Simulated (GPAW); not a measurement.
## SrCl2 (Fm-3m): refractive index against wavelength

The refractive index of SrCl2 (Fm-3m) below the direct gap (5.52 eV on the mesh) is read from one computed spectrum, n = √(Re ε).

Cell: a, b, c = 4.933, 4.933, 4.933 Å (primitive vectors), 3 atoms.

Method: GPAW 26.7.0, PBE, RPA, k-mesh 8×8×8, local fields up to 50 eV, Lorentzian half width 0.15 eV.

Launch of the response step: `OMP_NUM_THREADS=1 python df.py`. The run took 3.9 min, its band step included, on 1 thread of Arm Neoverse V1, on a shared host.

| wavelength (nm) | photon energy E (eV) | n |
| --- | --- | --- |
| 850 | 1.459 | 1.6638 |
| 700 | 1.771 | 1.6700 |
| 633 | 1.959 | ? |
| 532 | 2.331 | 1.6850 |
| 450 | 2.755 | 1.7000 |
| 405 | 3.061 | 1.7131 |
| 365 | 3.397 | 1.7302 |

In the single-oscillator model n² − 1 = E₀E_d/(E₀² − E²), so 1/(n² − 1) = E₀/E_d − E²/(E₀E_d) is linear in E².

Working, on the rows shown:

| x = E² (eV²) | y = 1/(n² − 1) |
| --- | --- |
| 2.12762 | 0.565537 |
| 3.13716 | 0.559003 |
| 5.43137 | 0.543707 |
| 7.59115 | 0.529101 |
| 9.37179 | 0.516873 |
| 11.5384 | 0.501607 |

Means: x̄ = 6.5329, ȳ = 0.53597. Σ(x − x̄)(y − ȳ) = -0.4505, Σ(x − x̄)² = 66.39. Slope = -0.4505 / 66.39 = -0.006786; intercept = ȳ − slope · x̄ = 0.5803. Turned back into n, the line misses the rows shown by at most 0.00046.

Fill in the last column of the withheld row.

At x = 3.8364 the line gives y = 0.55427, that is 1.6746. The run gave 1.6745, so the interpolation is off by 6.8e-05, 0.1 % of the range in the table.

Refitted with all rows, the slope is -0.006788 and the intercept 0.58033. These give E₀ = √(intercept/−slope) = 9.25 eV and E_d = E₀/intercept = 15.9 eV; E₀ is 1.7 times the direct gap. The electronic limit at long wavelengths, without lattice vibrations, is n = √(1 + 1/intercept) = 1.650. Excitons are left out; PBE gaps are as a rule too small. The values come from a sum over the points of one k-mesh and carry its error, which grows as the direct gap shrinks. Spin-orbit coupling is left out.
